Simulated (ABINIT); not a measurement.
# Quasiparticle gap of AlN (F-43m) in ABINIT

Wanted: ground state, empty states, screening and self-energy for AlN (F-43m).

Method: LDA and many-body steps on it, plane waves, in ABINIT 10.8.3.

Report form: the programs' logs are mostly left out.

## (1) Set-up

Symmetry: F-43m, No. 216, cubic system. The conventional cell has a = 4.368 Å, b = 4.368 Å, c = 4.368 Å, α = 90.00°, β = 90.00°, γ = 90.00°. Al has 4 N at 1.89 Å nearest. N has 4 Al at 1.89 Å nearest. Farther neighbours and most contacts between anions are not listed.

The cell and positions are those that the Materials Project relaxed with its own functionals (PBE, PBE+U or r2SCAN), kept fixed. This is not the form that AlN usually takes at ambient conditions.

## (2) Ground state

This step: ABINIT 10.8.3; DFT, LDA, plane waves, norm-conserving pseudopotentials.

The ground-state density comes first.

run.abi

```
acell 3*1.0 Angstrom
rprim 
  -0.000000000000 2.183993559600 2.183993559600
  2.183993559600 -0.000000000000 2.183993559600
  2.183993559600 2.183993559600 -0.000000000000
ntypat 2
znucl 13 7
natom 2
typat 1 2
xred 
  0.000000000000 0.000000000000 0.000000000000
  0.750000000000 0.750000000000 0.750000000000
pp_dirpath "pseudos"
pseudos "Al.upf, N.upf"
ecut 36
ngkpt 8 8 8
nshiftk 1
shiftk 0 0 0
kptopt 1
chksymbreak 0
nband 9
occopt 1
tolvrs 1e-10
nstep 60
prtwf 0
indata_prefix "in"
outdata_prefix "out"
tmpdata_prefix "tmp"
```

The run is started by

```console
$ OMP_NUM_THREADS=1 mpirun -n 4 abinit run.abi > log
```

It took 3.5 s on 4 MPI ranks of Arm Neoverse V2, shared host; peak memory 0.25 GiB.

This step gave:

* total energy: -349.4372 eV
* gap: 3.259 eV
* k of the valence top: 0, 0, 0
* k of the conduction bottom: 0.5, 0.5, 0
* least direct gap: 4.243 eV
* pressure: -5.283 GPa

The gap is indirect, with the least direct gap 0.98 eV higher.

The cutoff was set for levels, not for stress, so the pressure can be off by some GPa.

## (3) Bands along the symmetry lines

The cheap functional maps the bands first; the places of the edges decide which points the dearer methods must see.

run.abi

```
acell 3*1.0 Angstrom
rprim 
  -0.000000000000 2.183993559600 2.183993559600
  2.183993559600 -0.000000000000 2.183993559600
  2.183993559600 2.183993559600 -0.000000000000
ntypat 2
znucl 13 7
natom 2
typat 1 2
xred 
  0.000000000000 0.000000000000 0.000000000000
  0.750000000000 0.750000000000 0.750000000000
pp_dirpath "pseudos"
pseudos "Al.upf, N.upf"
ecut 36
iscf -2
irdden 1
kptopt 0
nkpt 50
kpt 
  0.00000000 0.00000000 0.00000000
  -0.06250000 -0.06250000 0.00000000
  -0.12500000 -0.12500000 0.00000000
  -0.18750000 -0.18750000 0.00000000
  -0.25000000 -0.25000000 0.00000000
  -0.31250000 -0.31250000 0.00000000
  -0.37500000 -0.37500000 0.00000000
  -0.43750000 -0.43750000 0.00000000
  -0.50000000 -0.50000000 0.00000000
  -0.48437500 -0.48437500 0.03125000
  -0.46875000 -0.46875000 0.06250000
  -0.45312500 -0.45312500 0.09375000
  -0.43750000 -0.43750000 0.12500000
  -0.42187500 -0.42187500 0.15625000
  -0.40625000 -0.40625000 0.18750000
  -0.39062500 -0.39062500 0.21875000
  -0.37500000 -0.37500000 0.25000000
  -0.37500000 0.00000000 0.37500000
  -0.32812500 0.00000000 0.32812500
  -0.28125000 0.00000000 0.28125000
  -0.23437500 0.00000000 0.23437500
  -0.18750000 0.00000000 0.18750000
  -0.14062500 0.00000000 0.14062500
  -0.09375000 0.00000000 0.09375000
  -0.04687500 0.00000000 0.04687500
  0.00000000 0.00000000 0.00000000
  0.00000000 0.00000000 0.06250000
  0.00000000 0.00000000 0.12500000
  0.00000000 0.00000000 0.18750000
  0.00000000 0.00000000 0.25000000
  0.00000000 0.00000000 0.31250000
  0.00000000 0.00000000 0.37500000
  0.00000000 0.00000000 0.43750000
  0.00000000 0.00000000 0.50000000
  -0.06250000 -0.03125000 0.46875000
  -0.12500000 -0.06250000 0.43750000
  -0.18750000 -0.09375000 0.40625000
  -0.25000000 -0.12500000 0.37500000
  -0.31250000 -0.15625000 0.34375000
  -0.37500000 -0.18750000 0.31250000
  -0.43750000 -0.21875000 0.28125000
  -0.50000000 -0.25000000 0.25000000
  -0.50000000 -0.28125000 0.21875000
  -0.50000000 -0.31250000 0.18750000
  -0.50000000 -0.34375000 0.15625000
  -0.50000000 -0.37500000 0.12500000
  -0.50000000 -0.40625000 0.09375000
  -0.50000000 -0.43750000 0.06250000
  -0.50000000 -0.46875000 0.03125000
  -0.50000000 -0.50000000 0.00000000
istwfk *1
nband 14
nbdbuf 5
tolwfr 1e-07
nstep 50
prtwf 0
prtvol 0
indata_prefix "in"
outdata_prefix "out"
tmpdata_prefix "tmp"
```

The job ended after 3.1 s (4 MPI ranks; peak memory 0.24 GiB).

Numbers from this step:

| Property | Result |
| --- | --- |
| gap | 3.259 eV |
| k of the valence top | 0, 0, 0 |
| k of the conduction bottom | -0.5, -0.5, 0 |
| least direct gap | 4.243 eV |

The gap is 3.259 eV, as in the run before at this level.

The electronic bands at the labelled points (eV, zero at the top of the highest filled band; v1 is the highest filled band, c1 the lowest empty one):

```
    point      v4     v3     v2     v1    c1     c2     c3     c4
        Γ  -14.81   0.00   0.00   0.00  4.24  12.36  12.36  12.36
  halfway  -13.66  -2.87  -0.99  -0.99  5.92  10.07  11.39  13.80
        X  -12.03  -4.95  -1.80  -1.80  3.26   8.44  13.72  15.47
  halfway  -12.02  -4.78  -2.50  -1.69  3.89   8.99  13.47  15.02
        U  -12.05  -4.30  -3.67  -1.39  5.09   9.96  12.86  13.99
jump to K  -12.05  -4.30  -3.67  -1.39  5.09   9.96  12.86  13.99
  halfway  -13.55  -3.54  -1.52  -0.21  7.31  10.14  11.22  12.41
        Γ  -14.81   0.00   0.00   0.00  4.24  12.36  12.36  12.36
  halfway  -13.94  -3.26  -0.26  -0.26  6.43  10.80  12.16  12.16
        L  -12.69  -5.91  -0.49  -0.49  7.28   9.77  11.01  11.01
  halfway  -12.36  -5.19  -2.25  -1.13  7.02   9.14  11.99  12.52
        W  -11.97  -3.83  -3.48  -2.73  5.98  11.28  11.84  11.95
  halfway  -12.00  -4.61  -2.43  -2.32  4.51   9.49  13.21  13.72
        X  -12.03  -4.95  -1.80  -1.80  3.26   8.44  13.72  15.47
```

## (4) Empty states on the mesh, 6×6×6 mesh, 112 bands

The sums over transitions need many empty states on a uniform mesh; this step solves for them.

run.abi

```
acell 3*1.0 Angstrom
rprim 
  -0.000000000000 2.183993559600 2.183993559600
  2.183993559600 -0.000000000000 2.183993559600
  2.183993559600 2.183993559600 -0.000000000000
ntypat 2
znucl 13 7
natom 2
typat 1 2
xred 
  0.000000000000 0.000000000000 0.000000000000
  0.750000000000 0.750000000000 0.750000000000
pp_dirpath "pseudos"
pseudos "Al.upf, N.upf"
ecut 36
ngkpt 6 6 6
nshiftk 1
shiftk 0 0 0
kptopt 1
chksymbreak 0
irdden 1
istwfk *1
nband 112
prtvol 0
optdriver 6
gwr_task "HDIAGO"
paral_kgb 0
occopt 1
indata_prefix "in"
outdata_prefix "out"
tmpdata_prefix "tmp"
```

Run time: 11 s. Hardware: 4 MPI ranks; peak memory 0.71 GiB; 45 s of CPU time.

Numbers from this step:

* gap: 3.259 eV
* k of the valence top: 0, 0, 0
* k of the conduction bottom: 0.5, 0.5, 0
* least direct gap: 4.243 eV
* k points computed: 16
* lowest point of the top converged band, above the valence top: 146.1296 eV

On this mesh the gap is 3.259 eV.

## (5) Screening, 6×6×6 mesh, 104 bands, screening to 244.9 eV

The RPA dielectric matrix is built and inverted for each q.

This step: RPA screening on LDA, plane waves, norm-conserving pseudopotentials.

Changes to run.abi since step 4:

```diff
@@ -20,10 +20,11 @@
 chksymbreak 0
-irdden 1
 istwfk *1
-nband 112
-prtvol 0
-optdriver 6
-gwr_task "HDIAGO"
-paral_kgb 0
 occopt 1
+irdwfk 1
+optdriver 3
+nband 104
+ecuteps 9
+inclvkb 2
+awtr 1
+symchi 1
 indata_prefix "in"
```

Elapsed: 34 s, on 4 MPI ranks; peak memory 0.76 GiB; 2.3 min of CPU time.

Numbers from this step:

| Item | Value |
| --- | --- |
| ε∞ with local fields, on this mesh, along the program's q direction | 4.408 |
| the same without local fields | 4.854 |
| plasma frequency | 23.01 eV |
| plane waves in the screening matrix | 169 |

Local fields lower ε∞ by 9 %.

## (6) Self-energy, 6×6×6 mesh, 104 bands, screening to 244.9 eV

The self-energy is evaluated for the states that the input lists, and the levels follow from it, in one-shot runs by the linearised quasiparticle equation.

This step: G0W0 on LDA, plane waves, norm-conserving pseudopotentials.

Changes to run.abi since step 5:

```diff
@@ -23,8 +23,19 @@
 irdwfk 1
-optdriver 3
+optdriver 4
 nband 104
+gwcalctyp 0
+ecutsigx 36
+symsigma 1
+nkptgw 3
+kptgw 
+  0.0000000000 0.0000000000 0.0000000000
+  0.5000000000 0.5000000000 0.0000000000
+  0.5000000000 0.0000000000 0.0000000000
+bdgw 
+  2 8
+  3 6
+  3 6
 ecuteps 9
-inclvkb 2
-awtr 1
-symchi 1
+irdscr 1
+ppmodel 1
 indata_prefix "in"
```

Wall time 13 s (4 MPI ranks); peak memory 0.84 GiB; 53 s of CPU time.

This step gave:

- G0W0 gap on the points computed: 4.750 eV
- starting gap on the mesh: 3.259 eV
- k of the valence top: 0, 0, 0
- k of the conduction bottom: 0.5, 0.5, 0
- Z at the valence top: 0.784
- Z at the conduction bottom: 0.834
- least direct G0W0 gap on the computed points: 5.797 eV

The gap on the mesh goes from 3.26 eV to 4.75 eV, a correction of +1.49 eV.

Limits: finite bands, cutoff and mesh. v1 is the top filled band, c1 the lowest empty one. The levels before and after the correction (eV, zero at the valence-band top of each column):

```
           conduction bottom  valence top
Kohn-Sham               3.26         0.00
     G0W0               4.75         0.00
```

```
                       level  energy (eV)
Kohn-Sham            Γ v3-v1        0.000
Kohn-Sham               Γ c1        4.243
Kohn-Sham            Γ c2-c4       12.358
Kohn-Sham  (0.5 0.5 0) v2-v1       -1.796
Kohn-Sham     (0.5 0.5 0) c1        3.259
Kohn-Sham     (0.5 0.5 0) c2        8.443
     G0W0            Γ v3-v1        0.000
     G0W0               Γ c1        5.797
     G0W0            Γ c2-c4       14.066
     G0W0  (0.5 0.5 0) v2-v1       -2.020
     G0W0     (0.5 0.5 0) c1        4.750
     G0W0     (0.5 0.5 0) c2       10.203
```

## (7) Where the time went

Times are wall times on 4 MPI ranks of Arm Neoverse V2, shared host, good to a factor of about two.

```
                          step   time  share  memory (GiB)
                  ground state  3.5 s    5 %          0.25
bands along the symmetry lines  3.1 s    5 %          0.24
      empty states on the mesh   11 s   17 %          0.71
                     screening   34 s   52 %          0.76
                   self-energy   13 s   20 %          0.84
```

## (8) Outcome

| Property | Result |
| --- | --- |
| LDA gap | 3.26 eV, indirect |
| G0W0 gap on the mesh | 4.75 eV |
| GW settings | 6×6×6 mesh, 104 bands, screening to 244.9 eV, Godby-Needs plasmon pole |
| known limits | not at the basis limit |

G0W0 moves the gap on the mesh from 3.26 eV to 4.75 eV (+1.49 eV), with Z of 0.78 and 0.83 at the edges. Local fields lower the RPA ε∞ on this mesh from 4.85 to 4.41. Only 3 of the mesh's irreducible points were corrected, so a valley elsewhere could overtake. The dearest step here is «screening». Bands and cutoff are finite, so the gap is not at the basis limit. The miss can reach some tenths of an eV and take either sign; the mesh is an error of its own. In the G0W0 run levels were corrected at 3 k points alone, so a gap called «on the mesh» is the least over those, and an edge elsewhere would be missed.

[Paths, hosts, dates, memory and timing lines, banners, echoed tables and standing remarks are left out of the program output.]

[Logs are printed without paths, hosts, clocks, repeated set-up lines and the standing remarks that a program may print on its own settings, such as how far it seeks lower states.]

[Runs of the session that timed out or met a known fault of the program may be left out.]

[Hosts, paths, dates, database ids (printed as entryN), source tags and the programs' standing remarks are cut or masked in the printed files.]

[G0W0 gaps are taken among the corrected bands and points alone; a level outside them can change the order at an edge.]

[Where Ansatz stands beside ABINIT at settings called matched, ABINIT's density can come from a denser mesh and the files from another edition; pairs whose starting gaps differed by over 0.03 eV were left out, so agreement reads better than it is.]
